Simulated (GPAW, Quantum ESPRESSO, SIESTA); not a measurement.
# Birch–Murnaghan line for fcc Al, GPAW plane waves, PBE

Calculated with GPAW 26.7.0: PBE; plane waves, PAW, 650 eV; k-mesh 13×13×13. The volume is changed in steps from typed lattice constants. V0 = 16.509 Å³ an atom is where a Birch–Murnaghan fit to this level's pressures, the withheld one apart, crosses zero; rows within 2.5 % of V0 are left out, since F is ill-conditioned there. The typed cell is scaled evenly, with no relaxation, and each row is a single point.

```
volume (Å³/atom)  pressure (GPa)
          15.166             8.1
          15.496           5.755
          15.825           3.656
          17.144          -2.698
          17.474          -3.874
          17.804               ?
```

Task: Fit the third-order Birch–Murnaghan equation to the rows given and extrapolate to the withheld row.

**Working.**

Take the Eulerian strain f = ½[(V0/V)^(2/3) − 1] and the normalised pressure F = P / [3f(1 + 2f)^(5/2)]. The third-order Birch–Murnaghan equation is then the line F = B0 + (3/2)B0(B′ − 4) f, so u = f and v = F.

| u = f | v = F (GPa) |
| --- | --- |
| 0.0290984 | 80.5523 |
| 0.0215598 | 80.0652 |
| 0.0143057 | 79.3864 |
| -0.0124239 | 77.0871 |
| -0.0185820 | 76.3949 |

With n = 5: mean u = 0.00679161, mean v = 78.6972, Σ(u − ū)² = 0.0017852, Σ(u − ū)(v − v̄) = 0.15612. Slope b = 0.15612 / 0.0017852 = 87.452; intercept a = v̄ − b ū = 78.103.

So B0 = 78.10 GPa and B′ = 4 + 2b/(3a) = 4.75. At the withheld volume f = -0.02455, F = 75.96 GPa, and P = 3f(1 + 2f)^(5/2) F.

Prediction at 17.804: -4.932 GPa. The run gave -4.919 GPa, so the fit is low by 0.013 GPa (0.27 % of the value).

A fit to this level's energies over the whole scan gives V0 = 16.510 Å³, B0 = 78.09 GPa and B′ = 4.77. Among the rows given, the largest miss of the fit is at 15.166, by 0.0096 GPa (0.074 % of the range of the table).

Limits: The nuclei are static. The DFT runs use Fermi–Dirac occupations of width 0.1 eV, and energies are free energies.

[Logs are printed without paths, hosts, clocks, repeated set-up lines and the standing remarks that a program may print on its own settings, such as how far it seeks lower states.]

[Hosts, paths, dates, database ids (printed as entryN), source tags and the programs' standing remarks are cut or masked in the printed files.]
